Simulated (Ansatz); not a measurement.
# How LiF (Griceite) absorbs and reflects light

Wanted: where LiF (Griceite) starts to absorb, how strongly, and its refractive index.

Main program and level: Ansatz 0.2.0; DFT, PBE, plane-wave PAW, default files, scalar-relativistic, independent-particle optical response without local fields.

Report form: inputs, costs, results and the conclusion, without the logs.

### 1. The starting structure

Symmetry: Fm-3m, No. 225, cubic system. Conventional cell: a = 4.028 Å, b = 4.028 Å, c = 4.028 Å, α = 90.00°, β = 90.00°, γ = 90.00°. Nearest to F lie 6 Li at 2.01 Å. Li has 6 F at 2.01 Å nearest. Farther neighbours, and contacts between anions beyond the nearest, are not listed.

### 2. Ground state and bands

First the ground state: is it a metal or has it a gap?

This step: DFT, PBE, plane-wave PAW, default files, scalar-relativistic, ground state (Ansatz 0.2.0).

input.yaml reads:

```yaml
crystal:
  lattice:
    - [0.0, 2.014, 2.014]
    - [2.014, 0.0, 2.014]
    - [2.014, 2.014, 0.0]
  atoms:
    - { symbol: F, position: [0.5, 0.5, 0.5] }
    - { symbol: Li, position: [0.0, 0.0, 0.0] }
kpoints:
  mp_grid: { grid: [10, 10, 10] }
  band_path:
    path:
      - [[0.0, 0.0, 0.0], [0.5, 0.0, 0.5], [0.5, 0.25, 0.75], [0.375, 0.375, 0.75], [0.0, 0.0, 0.0], [0.5, 0.5, 0.5], [0.625, 0.25, 0.625], [0.5, 0.25, 0.75], [0.5, 0.5, 0.5], [0.375, 0.375, 0.75]]
      - [[0.625, 0.25, 0.625], [0.5, 0.0, 0.5]]
    npoints: 6
scf:
  occupations: { method: fermi_dirac, width: 0.05 }
  n_extra_bands: 6
hamiltonian:
  xc: pbe
  pseudopotentials: { kind: paw }
output:
  forces: true
  stress: true
  populations: true
  write_bands: true
  write_density: true
  write_potential: true
  elf: true
  volumetric_format: npy
```

Launch:

```bash
ansatz run input.yaml --threads 4 --pin off --max-ram 8192MiB --backend cpu --events-out ev --progress --plain --runs-dir out
```

The job ended after 0.33 s (4 threads of Intel Xeon 6975P-C (Granite Rapids), shared host; peak memory 0.36 GiB; 0.79 s of CPU time).

Read from the output:

```
free energy                  : -1016.1676 eV
Fermi energy                 : 5.638 eV
gap by band count            : 9.089 eV
electrons                    : 10
symmetry operations          : 48
pressure                     : 2.120 GPa
gap on the k-mesh            : 9.089 eV
volume                       : 16.34 Å³
gap on the path              : 9.088 eV
least direct gap on the path : 9.089 eV
```

There is a gap, 9.09 eV on the path, so no carriers' term is needed. The cell is left with a pressure of 2.1 GPa, as it stands unrelaxed at this level.

The electronic bands at the labelled points (eV, zero at the Fermi level; v1 is the highest filled band, c1 the lowest empty one):

```
    point     v3     v2     v1     c1     c2     c3
        Γ  -4.64  -4.64  -4.64   4.45  19.32  19.32
  halfway  -6.07  -5.15  -5.15   6.78  14.13  15.10
        X  -7.64  -5.64  -5.64  10.18  11.86  12.81
  halfway  -7.38  -5.97  -5.54  10.21  11.09  12.81
        W  -6.71  -6.71  -5.43  10.43  10.43  12.81
  halfway  -7.02  -6.35  -5.41  10.16  10.30  13.33
        K  -7.13  -6.20  -5.37   9.86  10.28  13.79
  halfway  -6.14  -5.40  -4.72   6.45  12.34  15.29
        Γ  -4.64  -4.64  -4.64   4.45  19.32  19.32
  halfway  -6.01  -4.76  -4.76   5.71  13.31  15.92
        L  -7.16  -4.87  -4.87   6.16  12.10  14.27
  halfway  -7.01  -5.67  -5.05   7.51  11.27  14.39
        U  -7.13  -6.20  -5.37   9.86  10.28  13.79
  halfway  -7.02  -6.35  -5.41  10.16  10.30  13.33
        W  -6.71  -6.71  -5.43  10.43  10.43  12.81
  halfway  -6.96  -5.86  -5.12   7.89  11.11  14.33
        L  -7.16  -4.87  -4.87   6.16  12.10  14.27
  halfway  -7.01  -5.67  -5.05   7.51  11.27  14.39
        K  -7.13  -6.20  -5.37   9.86  10.28  13.79
jump to U  -7.13  -6.20  -5.37   9.86  10.28  13.79
  halfway  -7.51  -5.81  -5.56  10.20  11.20  13.04
        X  -7.64  -5.64  -5.64  10.18  11.86  12.81
```

Electrostatic potential energy in the ac plane of the conventional cell at fractional y = 0.000, with atoms of F and Li within 0.2 Å of it. With pseudopotentials it is smooth inside the atoms' cores, unlike the true potential.

Ten even steps from '_' (-39 eV) to '@' (7 eV), each cell a mean:
```
::==##@@@@==____..**@@%%**--
++**%%@@@@##==--++@@@@@@%%**
%%@@@@@@@@@@@@%%@@@@@@@@@@%%
@@@@@@@@@@@@@@@@@@@@@@@@@@@@
++##@@@@@@%%##**##@@@@@@@@**
__::##@@@@**==--++##@@@@++..
____++@@%%++::..--**@@%%--__
__..**@@%%**--::==##@@@@==__
--++@@@@@@%%**++**%%@@@@##==
%%@@@@@@@@@@%%%%@@@@@@@@@@@@
@@@@@@@@@@@@@@@@@@@@@@@@@@@@
**##@@@@@@@@**++##@@@@@@%%##
--++##@@@@++..__::##@@@@**==
..--**@@%%--______++@@%%++::
```

ELF in the ac plane of the conventional cell at fractional y = 0.000, with atoms of F and Li within 0.2 Å of it. It is the smooth field of the valence electrons, not physical close to the nuclei.

Ten even steps from '_' (0.29 × 1e-1) to '@' (9.91 × 1e-1), each cell a mean:
```
@@**__::**####**####==__::%%
--..__..++########**--____::
________::++******==..______
++==::____..::::..____..--==
####++::______..______==**##
######==__..**##==__..**####
++####++__--@@@@##..::**##**
**####==__::%%@@**__::**####
####**--____::--..__..++####
****==..______________::++**
::..____..--==++==::____..::
..______==**######++::______
##==__..**##########==__..**
@@##..::**##**++####++__--@@
```

### 3. Spectrum

With the density converged, the vertical transitions are summed over the zone.

This step: DFT, PBE, plane-wave PAW, default files, scalar-relativistic, independent-particle optical response without local fields (Ansatz 0.2.0).

input.yaml, the sections that differ from step 2:

```yaml
kpoints:
  mp_grid: { grid: [10, 10, 10] }
scf:
  occupations: { method: fixed }
output:
  optics:
    e_range: [0, 20]
    de: 0.05
    sigma: 0.15
    nscf_kmesh: { grid: [12, 12, 12] }
    bands: { spectra_wanted_up_to: 20 }
# crystal, hamiltonian: as in step 2
```

The job ended after 1.3 s (4 threads; peak memory 0.54 GiB; 3.9 s of CPU time).

This step gave:

* electronic dielectric constant ε∞, mean of the axes: 2.086
* absorption onset, first axis (α over 10⁴ cm⁻¹, or the direct gap if that lies higher): 9.089 eV
* main peak of Im epsilon, first axis: 19.48 eV
* least direct gap on the mesh: 9.089 eV
* bands summed: 14
* spectra valid up to: 31.03 eV
* program's estimate of the k-sum error in Im epsilon: 0.19 %
* electrons in the f-sum: 4.910

The Im ε, any direction has structure finer than the step of the table below, so its rows give means over 0.5 eV. Peaks (eV: height): 11.20: 2.84, 17.05: 3.48, 19.50: 4.24.

Im ε, any direction against photon energy; means over each step:

```
photon energy (eV)  Im ε, any direction
               8.5               5.5e-6
               9.0               0.0819
               9.5                0.506
              10.0                0.814
              10.5                 1.17
              11.0                 2.27
              11.5                 2.59
              12.0                 2.16
              12.5                 1.80
              13.0                 1.49
              13.5                 1.25
              14.0                 1.01
              14.5                0.793
              15.0                0.587
              15.5                0.413
              16.0                0.842
              16.5                 1.07
              17.0                 2.66
              17.5                 1.60
              18.0                0.806
              18.5                 1.18
              19.0                 1.78
              19.5                 3.86
```

Re ε, any direction against photon energy:

```
photon energy (eV)  Re ε, any direction
                 0                 2.09
                 1                 2.09
                 2                 2.11
                 3                 2.13
                 4                 2.17
                 5                 2.22
                 6                 2.30
                 7                 2.42
                 8                 2.62
                 9                 3.14
                10                 3.39
                11                 3.80
                12                 1.64
                13                 1.29
                14                 1.28
                15                 1.55
                16                 2.49
                17                 2.68
                18                 1.57
                19                 2.91
                20                0.288
```

Reflectivity at normal incidence, any direction against photon energy; read off at these points:

```
photon energy (eV)  reflectivity at normal incidence, any direction (%)
              0.00                                                 3.30
              0.50                                                 3.31
              1.00                                                 3.32
              1.50                                                 3.35
              2.00                                                 3.38
              2.50                                                 3.43
              3.00                                                 3.49
              3.50                                                 3.56
              4.00                                                 3.65
              4.50                                                 3.76
              5.00                                                 3.88
              5.50                                                 4.04
              6.00                                                 4.22
              6.50                                                 4.45
              7.00                                                 4.73
              7.50                                                 5.09
              8.00                                                 5.58
              8.50                                                 6.29
              9.00                                                 7.77
              9.50                                                 8.89
             10.00                                                 9.49
             10.50                                                 10.7
             11.00                                                 14.7
             11.10                                                 15.3
             11.50                                                 13.6
             12.00                                                 11.4
             12.50                                                 9.44
             13.00                                                 7.51
             13.50                                                 5.94
             14.00                                                 4.33
             14.50                                                 3.04
             15.00                                                 2.40
             15.50                                                 3.08
             16.00                                                 6.44
             16.50                                                 7.04
             17.00                                                 17.4
             17.10                                                 18.3
             17.50                                                 9.70
             18.00                                                 3.20
             18.50                                                 7.41
             19.00                                                 10.1
             19.50                                                 21.8
             20.00                                                 22.6
```

Values under 1 per cm are given as 1. Table of absorption coefficient, any direction by photon energy:

```
photon energy (eV)  absorption coefficient, any direction (1/cm)
             0.000                                             1
             0.500                                             1
             1.000                                             1
             1.500                                             1
             2.000                                             1
             2.500                                             1
             3.000                                             1
             3.500                                             1
             4.000                                             1
             4.500                                             1
             5.000                                             1
             5.500                                             1
             6.000                                             1
             6.500                                             1
             7.000                                             1
             7.500                                             1
             8.000                                             1
             8.500                                             1
             9.000                                          9037
             9.500                                         1.4e5
            10.000                                         2.2e5
            10.500                                         3.2e5
            11.000                                         6.5e5
            11.500                                         9.0e5
            12.000                                         8.9e5
            12.500                                         8.4e5
            13.000                                         7.7e5
            13.500                                         6.9e5
            14.000                                         6.0e5
            14.500                                         4.8e5
            15.000                                         3.5e5
            15.500                                         2.1e5
            16.000                                         4.5e5
            16.500                                         5.4e5
            17.000                                         1.6e6
            17.500                                         1.2e6
            18.000                                         5.4e5
            18.500                                         7.3e5
            19.000                                         8.7e5
            19.500                                         2.3e6
            20.000                                         2.4e6
```

The loss function −Im 1/ε at q → 0, any direction has structure finer than the step of the table below, so its rows give means over 1 eV. Peaks (eV: height): 13.6: 0.399, 17.6: 0.515.

Table of loss function −Im 1/ε at q → 0, any direction by energy loss; means over each step:

```
energy loss (eV)  loss function −Im 1/ε at q → 0, any direction
               8                                              0
               9                                         0.0130
              10                                         0.0660
              11                                          0.135
              12                                          0.291
              13                                          0.379
              14                                          0.373
              15                                          0.212
              16                                          0.120
              17                                          0.241
              18                                          0.296
              19                                          0.158
```

At chosen wavelengths:

```
wavelength (nm)     n      k  R (%)        1/α
           1064  1.45  0.000    3.3  over 1 mm
            633  1.45  0.000    3.4  over 1 mm
            450  1.46  0.000    3.5  over 1 mm
            405  1.46  0.000    3.5  over 1 mm
            365  1.46  0.000    3.5  over 1 mm
            308  1.47  0.000    3.7  over 1 mm
            248  1.49  0.000    3.9  over 1 mm
```

A film 1 µm thick would pass 93 % of daylight and look colourless in transmission (x = 0.313, y = 0.329).

The f-sum over the summed bands holds 4.9 of the cell's 10 electrons outside the frozen cores, 4 of which lie in bands more than 12 eV below the Fermi level, whose transitions come at higher energies. Up to 20 eV the strength has a mean oscillator energy of 14.7 eV, and these transitions give 66 % of ε∞ − 1 along x; the rest comes from higher ones.

### 4. Static response with local fields

A static field by perturbation theory: the induced potential is included, and the Born charges come with it.

This step: DFT, PBE, plane-wave PAW, default files, scalar-relativistic, static field response by perturbation theory with local fields (Ansatz 0.2.0).

input.yaml, the sections that differ from step 3:

```yaml
dielectric: {}
# crystal, kpoints, scf, hamiltonian: as in step 3
# output: removed
```

The job ended after 1.6 s (4 threads; peak memory 0.37 GiB; 4.9 s of CPU time).

Numbers from this step:

| Item | Value |
| --- | --- |
| electronic dielectric constant ε∞, mean of the axes | 2.058 |

ε∞ with local fields:

```
2.06 0.00 0.00
0.00 2.06 0.00
0.00 0.00 2.06
```

Diagonal elements. Born, by row:

```
atom  Z*xx (e)  Z*yy (e)  Z*zz (e)
  F1    -1.051    -1.051    -1.051
 Li2     1.051     1.051     1.051
```

Mean Born charges are F -1.05 and Li +1.05, against formal valences of -1 and +1. They lie near the ionic values.

### 5. Outcome

```
gap on the path                                                                         : 9.09 eV
least direct gap on the path                                                            : 9.09 eV
electronic dielectric constant ε∞, mean of the axes (independent particles)             : 2.09
absorption onset, first axis (α over 10⁴ cm⁻¹, or the direct gap if that lies higher)   : 9.09 eV
main peak of Im epsilon, first axis                                                     : 19.5 eV
electronic dielectric constant ε∞, mean of the axes (static response with local fields) : 2.06
```

**Reading.** At this level (PBE, independent particles) LiF has ε∞ = 2.09 (2.06 with local fields) and n = 1.45 at 1550 nm; absorption sets in near 9.1 eV, and Im ε peaks at 19.5 eV. The gap on the path is direct, 9.09 eV. Lines 0.15 eV wide carry a tail of absorption under the direct gap, past the threshold already at 9.01 eV. Absorption is strong from the direct gap on, 9.09 eV, in the ultraviolet, so the visible is passed. Im ε has its chief maxima at 11.20 eV (2.8), 17.04 eV (3.5) and 19.48 eV (4.3). The f-sum over the summed bands holds 4.9 of the cell's 10 electrons outside the frozen cores, 4 of which lie in bands more than 12 eV below the Fermi level, whose transitions come at higher energies. Up to 20 eV the strength has a mean oscillator energy of 14.7 eV, and these transitions give 66 % of ε∞ − 1 along x; the rest comes from higher ones. A film 1 µm thick would pass 93 % of daylight and look colourless in transmission (x = 0.313, y = 0.329). With local fields and the functional's kernel the static response is 2.06 against 2.09 for independent particles (-1 %). In the base spectrum excitons and phonon-assisted transitions are missing, and so are local fields; PBE gaps are as a rule too small, which pulls the onset down and ε∞ up. In the base run ε includes the program's bounded estimate of what the bands above those summed add.

[Long decimals in the printed logs are rounded to 6 places.]

[Logs are printed without paths, hosts, clocks, repeated set-up lines and the standing remarks that a program may print on its own settings, such as how far it seeks lower states.]

[Hosts, paths, dates, database ids (printed as entryN), source tags and the programs' standing remarks are cut or masked in the printed files.]

[Where the starting crystal was built by hand or by swapping elements, it need not be the compound's stable phase.]

[The count of steps not shown may lack steps that the program refused or didn't finish.]
